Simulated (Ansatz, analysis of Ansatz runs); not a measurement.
# A hop of Mg in MgB2C2 (Pnnm), charge +2

Wanted: path and barrier of a jump of Mg in MgB2C2 (Pnnm) at charge +2. The case: Mg_i hop between interstitial places, in a cell of 60 host atoms with 1 Mg put in.

Calculated with Ansatz 0.2.0; plane-wave PAW DFT, PBEsol; nudged elastic band between two relaxed defect structures at fixed charge in a uniform background.

Report form: the programs' logs are mostly left out.

### 1. Starting point

The cell holds 61 atoms: 13 Mg, 24 B and 24 C. Its edges and angles: a = 8.529 Å, b = 8.529 Å, c = 8.298 Å, α = 90.0°, β = 90.0°, γ = 65.6°. It derives from MgB2C2 (space group Pnnm). Nearest the centre at fractional (0.250, 0.750, 0.333): Mg61 at 1.14 Å, B31 at 1.73 Å, B29 at 1.73 Å, C39 at 2.24 Å, C37 at 2.24 Å, Mg24 at 2.31 Å, Mg23 at 2.31 Å, C14 at 2.48 Å. The cell carries charge +2.

The cell's shortest repeat is 8.3 Å.

### 2. Relaxation of the start point, charge +2

The ends come first: from an unrelaxed start the top is counted from too high an energy, and the barrier comes out too low. Small random displacements break the symmetry of the ideal sites, so that the defect can distort if it gains by it. The charge of +2 is set by the electron count, and a uniform background keeps the cell neutral.

The input, qp2.start/input.yaml:

```yaml
crystal:
  lattice:
    - [4.61704896, 7.1710112, 0.0]
    - [-4.61704896, 7.1710112, 0.0]
    - [0.0, 0.0, 8.29768847]
  atoms:
    - { symbol: Mg, position: [0.0, 0.5, 0.16666667] }
    - { symbol: Mg, position: [0.5, 0.0, 0.16666667] }
    - { symbol: Mg, position: [0.0, 0.0, 0.0] }
    - { symbol: Mg, position: [0.5, 0.5, 0.0] }
    - { symbol: B, position: [0.30686491, 0.42274145, 0.16666667] }
    - { symbol: B, position: [0.80686491, 0.92274145, 0.16666667] }
    - { symbol: B, position: [0.19313509, 0.07725855, 0.16666667] }
    - { symbol: B, position: [0.69313509, 0.57725855, 0.16666667] }
[... 49 atom lines left out ...]
    - { symbol: C, position: [0.71824658, 0.00257364, 0.66666667] }
    - { symbol: C, position: [0.28175342, 0.99742636, 0.66666667] }
    - { symbol: C, position: [0.78175342, 0.49742636, 0.66666667] }
    - { symbol: Mg, position: [0.25, 0.75, 0.196341] }
total_charge: 2
basis:
  ecutwfc: 420
  xc_grid: 2
hamiltonian:
  xc: pbesol
kpoints:
  mp_grid: { grid: [1, 1, 1], shift: [0.25, 0.25, 0.25] }
scf:
  occupations: { method: fixed }
  max_iter: 60
output:
  forces: true
relax:
  f_tol: 0.02
  max_steps: 70
  random_displacement: { amplitude: 0.03, seed: 8041 }
```

Launch:

```
$ ansatz run input.yaml --threads 4 --pin off --max-ram 7536MiB --backend cpu --events-out ev --progress --plain --runs-dir out
```

It took 15 s on 4 threads of Intel Xeon Platinum 8488C (Sapphire Rapids), shared host; peak memory 0.92 GiB; 53 s of CPU time.

Step by step:

```
step  energy less that of the first step (eV)  largest force component (eV/Å)
   1                                   0.0000                          2.2495
   2                                  -1.4464                          1.1480
   3                                  -1.9819                          0.1310
   4                                  -1.9942                          0.0837
   5                                  -1.9973                          0.0097
   6                                  -1.9973                          0.0097
```

The atoms that moved most (Å, from the sites as typed, ahead of the random displacement, the mean shift of all atoms taken out):

| atom | dx | dy | dz | length |
| --- | --- | --- | --- | --- |
| Mg23 | -0.261 | -0.124 | 0.038 | 0.291 |
| Mg24 | 0.261 | 0.123 | 0.035 | 0.290 |
| Mg4 | 0.261 | 0.123 | -0.030 | 0.290 |
| Mg3 | -0.261 | -0.123 | -0.027 | 0.289 |
| Mg61 | 0.000 | 0.001 | -0.242 | 0.242 |
| C38 | -0.045 | -0.136 | 0.008 | 0.144 |
| C20 | 0.045 | 0.136 | 0.000 | 0.143 |
| C40 | 0.046 | 0.135 | 0.008 | 0.142 |

Neighbours of Mg61 at the end:

```csv
atom,distance (Å)
C14,2.142
C16,2.142
B29,2.304
B9,2.305
B31,2.305
B11,2.305
C39,2.507
C19,2.508
C37,2.509
C17,2.509
B7,2.524
B5,2.525
```

Read from the output:

- free energy: -34467.2626 eV
- largest move from the ideal geometry of this structure, a common shift of the far atoms taken out: 0.2910 Å

The relaxation gained 1.997 eV and ended with a largest force component of 0.0097 eV/Å.

### 3. Relaxation of the end point, charge +2

The end point is relaxed in the same cell and settings, so that the two energies compare.

The input, qp2.end/input.yaml:

```yaml
crystal:
  lattice:
    - [4.61704896, 7.1710112, 0.0]
    - [-4.61704896, 7.1710112, 0.0]
    - [0.0, 0.0, 8.29768847]
  atoms:
    - { symbol: Mg, position: [0.0, 0.5, 0.16666667] }
    - { symbol: Mg, position: [0.5, 0.0, 0.16666667] }
[... 4 atom lines left out ...]
    - { symbol: B, position: [0.19313509, 0.07725855, 0.16666667] }
[... 6 atom lines left out ...]
    - { symbol: C, position: [0.50257364, 0.71824658, 0.16666667] }
[... 1 atom line left out ...]
    - { symbol: C, position: [0.99742636, 0.78175342, 0.16666667] }
[... 6 atom lines left out ...]
    - { symbol: Mg, position: [0.0, 0.0, 0.33333333] }
    - { symbol: Mg, position: [0.5, 0.5, 0.33333333] }
[... 4 atom lines left out ...]
    - { symbol: B, position: [0.42274145, 0.80686491, 0.33333333] }
[... 1 atom line left out ...]
    - { symbol: B, position: [0.07725855, 0.69313509, 0.33333333] }
[... 2 atom lines left out ...]
    - { symbol: C, position: [0.50257364, 0.71824658, 0.5] }
[... 1 atom line left out ...]
    - { symbol: C, position: [0.99742636, 0.78175342, 0.5] }
    - { symbol: C, position: [0.21824658, 0.50257364, 0.33333333] }
[... 1 atom line left out ...]
    - { symbol: C, position: [0.28175342, 0.99742636, 0.33333333] }
[... 21 atom lines left out ...]
    - { symbol: Mg, position: [0.25, 0.75, 0.4703] }
total_charge: 2
basis:
  ecutwfc: 420
  xc_grid: 2
hamiltonian:
  xc: pbesol
kpoints:
  mp_grid: { grid: [1, 1, 1], shift: [0.25, 0.25, 0.25] }
scf:
  occupations: { method: fixed }
  max_iter: 60
output:
  forces: true
relax:
  f_tol: 0.02
  max_steps: 70
  random_displacement: { amplitude: 0.03, seed: 8041 }
```

Elapsed: 14 s, on 4 threads; peak memory 0.93 GiB.

The steps of the relaxation:

```csv
step,energy less that of the first step (eV),largest force component (eV/Å)
1,0.0000,2.6891
2,-1.4096,1.1692
3,-1.9155,0.1967
4,-1.9428,0.0620
5,-1.9447,0.0119
```

The atoms that moved most (Å, from the sites as typed, ahead of the random displacement, the mean shift of all atoms taken out):

```csv
atom,dx,dy,dz,length
Mg24,0.261,0.123,-0.038,0.291
Mg23,-0.261,-0.122,-0.035,0.290
Mg43,-0.261,-0.123,0.030,0.290
Mg44,0.261,0.122,0.027,0.289
Mg61,0.000,0.000,0.242,0.242
C40,0.044,0.137,-0.008,0.144
C58,-0.044,-0.137,0.000,0.144
C38,-0.045,-0.135,-0.008,0.143
```

Neighbours of Mg61 at the end:

```
atom  distance (Å)
 C34         2.142
 C36         2.142
 B51         2.304
 B31         2.304
 B29         2.304
 B49         2.305
 C37         2.508
 C59         2.509
 C57         2.510
 C39         2.510
 B25         2.525
 B27         2.526
```

Numbers from this step:

```yaml
free_energy: -34467.2626 eV
largest_move_from_the_ideal_geometry_of_this_structure_a_common_shift_of_the_far_atoms_taken_out: 0.2903 Å
```

The relaxation gained 1.945 eV and ended with a largest force component of 0.012 eV/Å. The end lies within 1 meV of the start.

### 4. Nudged elastic band, charge +2

5 movable images are laid between the ends on a pair-potential path, which keeps atoms from colliding in the first guess. Each image feels the true force across the path and a spring force along it. The highest image is set to climb to the top of the path.

This step: plane-wave PAW DFT, PBEsol; nudged elastic band between two relaxed defect structures at fixed charge in a uniform background.

The input, qp2.neb/input.yaml:

```yaml
crystal:
  lattice:
    - [4.61704896, 7.1710112, 0.0]
    - [-4.61704896, 7.1710112, 0.0]
    - [0.0, 0.0, 8.29768847]
  atoms:
    - { symbol: Mg, position: [0.01348902, 0.49049436, 0.16710282] }
    - { symbol: Mg, position: [0.4870874, 0.00927167, 0.16668917] }
    - { symbol: Mg, position: [-0.03646791, 0.01956678, -0.00347105] }
    - { symbol: Mg, position: [0.53711355, 0.4802443, -0.00385361] }
    - { symbol: B, position: [0.31361745, 0.43333055, 0.16689866] }
    - { symbol: B, position: [0.79091597, 0.92195533, 0.16685292] }
    - { symbol: B, position: [0.18697595, 0.06646388, 0.16693613] }
    - { symbol: B, position: [0.70968839, 0.57780871, 0.16699493] }
    - { symbol: B, position: [0.43707877, 0.80087276, -0.00400035] }
    - { symbol: B, position: [0.92803478, 0.30618488, -6.563e-05] }
    - { symbol: B, position: [0.06341341, 0.69884218, -0.00380914] }
    - { symbol: B, position: [0.57258369, 0.19371855, -0.00041311] }
    - { symbol: C, position: [-0.00018776, 0.2145639, 0.16702877] }
    - { symbol: C, position: [0.51478316, 0.71205664, 0.16697144] }
    - { symbol: C, position: [0.50078804, 0.28524768, 0.16684839] }
    - { symbol: C, position: [0.98583462, 0.78771199, 0.16687811] }
    - { symbol: C, position: [0.22324271, 0.51646516, 0.00107941] }
    - { symbol: C, position: [0.70419802, -0.0019702, -0.0002486] }
    - { symbol: C, position: [0.27738648, 0.98338881, 0.00116222] }
    - { symbol: C, position: [0.79639721, 0.50195254, -0.00023184] }
    - { symbol: Mg, position: [0.01168767, 0.49185558, 0.50234211] }
    - { symbol: Mg, position: [0.48886932, 0.00791555, 0.50215913] }
    - { symbol: Mg, position: [-0.03660045, 0.01955267, 0.33773681] }
    - { symbol: Mg, position: [0.53710262, 0.48022403, 0.33732394] }
    - { symbol: B, position: [0.31187503, 0.43441821, 0.50021702] }
    - { symbol: B, position: [0.79355092, 0.91989921, 0.50195797] }
    - { symbol: B, position: [0.18873757, 0.06538263, 0.50028567] }
    - { symbol: B, position: [0.70703398, 0.57992878, 0.50200531] }
    - { symbol: B, position: [0.4372138, 0.8009876, 0.33764127] }
    - { symbol: B, position: [0.92801139, 0.30608065, 0.33428658] }
    - { symbol: B, position: [0.0635008, 0.69885885, 0.3378052] }
    - { symbol: B, position: [0.57257833, 0.19359843, 0.33392203] }
    - { symbol: C, position: [-0.00013088, 0.21253291, 0.50055923] }
    - { symbol: C, position: [0.51410669, 0.71569231, 0.50154256] }
    - { symbol: C, position: [0.50052312, 0.28693991, 0.50025833] }
    - { symbol: C, position: [0.98654421, 0.78403849, 0.50158825] }
    - { symbol: C, position: [0.22320541, 0.51637762, 0.33266249] }
    - { symbol: C, position: [0.70419479, -0.0021753, 0.33407005] }
    - { symbol: C, position: [0.27736321, 0.98332601, 0.33274338] }
    - { symbol: C, position: [0.79639243, 0.50175246, 0.33409842] }
    - { symbol: Mg, position: [0.01175472, 0.49190536, 0.83166897] }
    - { symbol: Mg, position: [0.48887524, 0.00794542, 0.83148379] }
    - { symbol: Mg, position: [-0.01044434, -0.00020928, 0.66709749] }
    - { symbol: Mg, position: [0.51107357, 0.49999967, 0.66679586] }
    - { symbol: B, position: [0.3118927, 0.43438733, 0.83353526] }
    - { symbol: B, position: [0.7935483, 0.91988124, 0.83183081] }
    - { symbol: B, position: [0.188695, 0.06537458, 0.83360753] }
    - { symbol: B, position: [0.7070739, 0.57983788, 0.83187649] }
    - { symbol: B, position: [0.43007353, 0.80304408, 0.66675129] }
    - { symbol: B, position: [0.92602097, 0.30388748, 0.66713661] }
    - { symbol: B, position: [0.07053327, 0.69672753, 0.66708188] }
    - { symbol: B, position: [0.57458735, 0.19588597, 0.66673032] }
    - { symbol: C, position: [4.529e-05, 0.21282047, 0.833599] }
    - { symbol: C, position: [0.51407507, 0.7157186, 0.83223508] }
    - { symbol: C, position: [0.50075778, 0.28726991, 0.83328981] }
    - { symbol: C, position: [0.98649267, 0.78410679, 0.83227958] }
    - { symbol: C, position: [0.22063726, 0.50871935, 0.6668714] }
    - { symbol: C, position: [0.70601287, 0.00073544, 0.66690731] }
    - { symbol: C, position: [0.27995369, 0.9910552, 0.66696774] }
    - { symbol: C, position: [0.79458909, 0.49904639, 0.66691849] }
    - { symbol: Mg, position: [0.25029263, 0.74997067, 0.16697495] }
total_charge: 2
basis:
  ecutwfc: 420
  xc_grid: 2
hamiltonian:
  xc: pbesol
kpoints:
  mp_grid: { grid: [1, 1, 1], shift: [0.25, 0.25, 0.25] }
scf:
  occupations: { method: fixed }
  max_iter: 60
output:
  forces: true
neb:
  images: 5
  f_tol: 0.05
  climbing: true
  initial_path: idpp
  max_iterations: 45
  order_check: true
  optimiser: lbfgs
  final_atoms:
    - { symbol: Mg, position: [0.01166916, 0.49208094, 0.16451805] }
    - { symbol: Mg, position: [0.48895109, 0.00774665, 0.16449383] }
[... 11 atom lines left out ...]
    - { symbol: C, position: [0.51397368, 0.71563961, 0.16515684] }
[... 1 atom line left out ...]
    - { symbol: C, position: [0.98661626, 0.78424212, 0.16515427] }
[... 6 atom lines left out ...]
    - { symbol: Mg, position: [-0.03645185, 0.01962225, 0.32941592] }
    - { symbol: Mg, position: [0.53710679, 0.48018438, 0.3290737] }
[... 2 atom lines left out ...]
    - { symbol: B, position: [0.18695566, 0.06654465, 0.49985541] }
[... 1 atom line left out ...]
    - { symbol: B, position: [0.43704982, 0.80087416, 0.32893476] }
[... 1 atom line left out ...]
    - { symbol: B, position: [0.06345571, 0.69887996, 0.32903402] }
[... 2 atom lines left out ...]
    - { symbol: C, position: [0.5146995, 0.7119928, 0.49989005] }
[... 1 atom line left out ...]
    - { symbol: C, position: [0.98587027, 0.78778146, 0.4997518] }
    - { symbol: C, position: [0.22320104, 0.51643897, 0.33400281] }
[... 1 atom line left out ...]
    - { symbol: C, position: [0.27749479, 0.98349787, 0.3340858] }
[... 21 atom lines left out ...]
    - { symbol: Mg, position: [0.25030157, 0.74985792, 0.49981621] }
```

Wall time 6 min (4 threads); peak memory 2.9 GiB.

The path, image by image:

```csv
image,path (Å),energy (eV),"Mg61: x, y, z (Å)"
0,0.000,0.0000,"-2.307, 7.173, 1.386"
1,0.548,0.2492,"-2.310, 7.174, 1.747"
2,1.095,0.8472,"-2.309, 7.173, 2.233"
3,1.642,1.1903,"-2.306, 7.172, 2.766"
4,2.190,0.8474,"-2.302, 7.170, 3.300"
5,2.737,0.2494,"-2.303, 7.169, 3.785"
6,3.285,0.0000,"-2.306, 7.172, 4.147"
```

This step gave:

| Property | Result |
| --- | --- |
| free energy | -34466.0722 eV |
| barrier forward | 1.190 eV |
| barrier backward | 1.190 eV |
| end less start | -2.89e-5 eV |
| hop length | 2.762 Å |

Track of the atom that was set to move:

```
image   x (Å)  y (Å)  z (Å)  nearest neighbour  distance (Å)
    0  -2.307  7.173  1.386                  C         2.142
    1   -2.31  7.174  1.747                  C         2.159
    2  -2.309  7.173  2.233                  B         2.083
    3  -2.306  7.172  2.766                  B         2.044
    4  -2.302   7.17    3.3                  B         2.083
    5  -2.303  7.169  3.785                  C         2.159
    6  -2.306  7.172  4.147                  C         2.142
```

The band met its tolerance of 0.05 eV/Å after 19 iterations, with image 3 on top (the start counts as 0). Mg61, which moves farthest between the ends, has 2 C at 2.14 Å and 4 B at 2.30 Å nearest at the start and 2 B at 2.04 Å and 2 C at 2.24 Å at the top.

### 5. Single point at the start point, r2SCAN

Three single points with a meta-GGA, at its higher cutoff of 500 eV, show what it does to the barrier on the path found. The start is shown; top and end are run alike.

This step: plane-wave PAW DFT, r2SCAN; single point of a defect supercell on a structure of the PBEsol path.

The input, qp2.start.r2scan/input.yaml:

```yaml
crystal:
  lattice:
    - [4.61704896, 7.1710112, 0.0]
    - [-4.61704896, 7.1710112, 0.0]
    - [0.0, 0.0, 8.29768847]
  atoms:
    - { symbol: Mg, position: [0.01348902, 0.49049436, 0.16710282] }
    - { symbol: Mg, position: [0.4870874, 0.00927167, 0.16668917] }
[... 11 atom lines left out ...]
    - { symbol: C, position: [0.51478316, 0.71205664, 0.16697144] }
[... 1 atom line left out ...]
    - { symbol: C, position: [0.98583462, 0.78771199, 0.16687811] }
[... 6 atom lines left out ...]
    - { symbol: Mg, position: [-0.03660045, 0.01955267, 0.33773681] }
    - { symbol: Mg, position: [0.53710262, 0.48022403, 0.33732394] }
[... 2 atom lines left out ...]
    - { symbol: B, position: [0.18873757, 0.06538263, 0.50028567] }
[... 1 atom line left out ...]
    - { symbol: B, position: [0.4372138, 0.8009876, 0.33764127] }
[... 1 atom line left out ...]
    - { symbol: B, position: [0.0635008, 0.69885885, 0.3378052] }
[... 2 atom lines left out ...]
    - { symbol: C, position: [0.51410669, 0.71569231, 0.50154256] }
[... 1 atom line left out ...]
    - { symbol: C, position: [0.98654421, 0.78403849, 0.50158825] }
    - { symbol: C, position: [0.22320541, 0.51637762, 0.33266249] }
[... 1 atom line left out ...]
    - { symbol: C, position: [0.27736321, 0.98332601, 0.33274338] }
[... 21 atom lines left out ...]
    - { symbol: Mg, position: [0.25029263, 0.74997067, 0.16697495] }
total_charge: 2
basis:
  ecutwfc: 500
  xc_grid: 2
hamiltonian:
  xc: r2scan
kpoints:
  mp_grid: { grid: [1, 1, 1], shift: [0.25, 0.25, 0.25] }
scf:
  occupations: { method: fixed }
  max_iter: 60
output:
  forces: true
  eigenvalues: true
checkpoint:
  write: "../qp2.start.r2scan.run"
  compress: false
  write_wavefunctions: false
  write_every: 100000
```

The job ended after 5.6 s (4 threads; peak memory 1.3 GiB; 21 s of CPU time).

Read from the output:

```
free energy : -34871.5501 eV
```

### 6. Barrier from single points, r2SCAN

Analysis of the runs above: barrier from r2SCAN single points on the PBEsol path.

It gives:

| Property | Result |
| --- | --- |
| barrier forward | 1.263 eV |
| barrier backward | 1.264 eV |
| end less start | -7.10e-4 eV |

This gives 1.263 eV against the band's 1.190 eV.

### 7. Results

```json
{"barrier forward": "1.19 eV", "barrier backward": "1.19 eV", "end less start": "0.00 eV", "hop length": "2.76 Å", "band iterations, as the log counts them": "19", "barrier from single points, r2SCAN": "1.26 eV"}
```

**Reading.** The top of the band lies 1.19 eV above the start and 1.19 eV above the end, which are alike in energy and neighbours. With an assumed prefactor of 1e13 per second it gives one hop a second along this one path at about 460 K; whether such hops link up through the crystal wasn't checked. Across functionals on this path (PBEsol 1.190 and r2SCAN 1.263 eV) the forward values spread by 0.073 eV. No image-charge correction is applied; it largely cancels along a path if the charge stays localised alike. What this leaves open: one k-point off the zone centre stands for the whole zone; periodic copies of the defect are only 8.3 Å apart.

[Logs are printed without paths, hosts, clocks, repeated set-up lines and the standing remarks that a program may print on its own settings, such as how far it seeks lower states.]

[Hosts, paths, dates, database ids (printed as entryN), source tags and the programs' standing remarks are cut or masked in the printed files.]
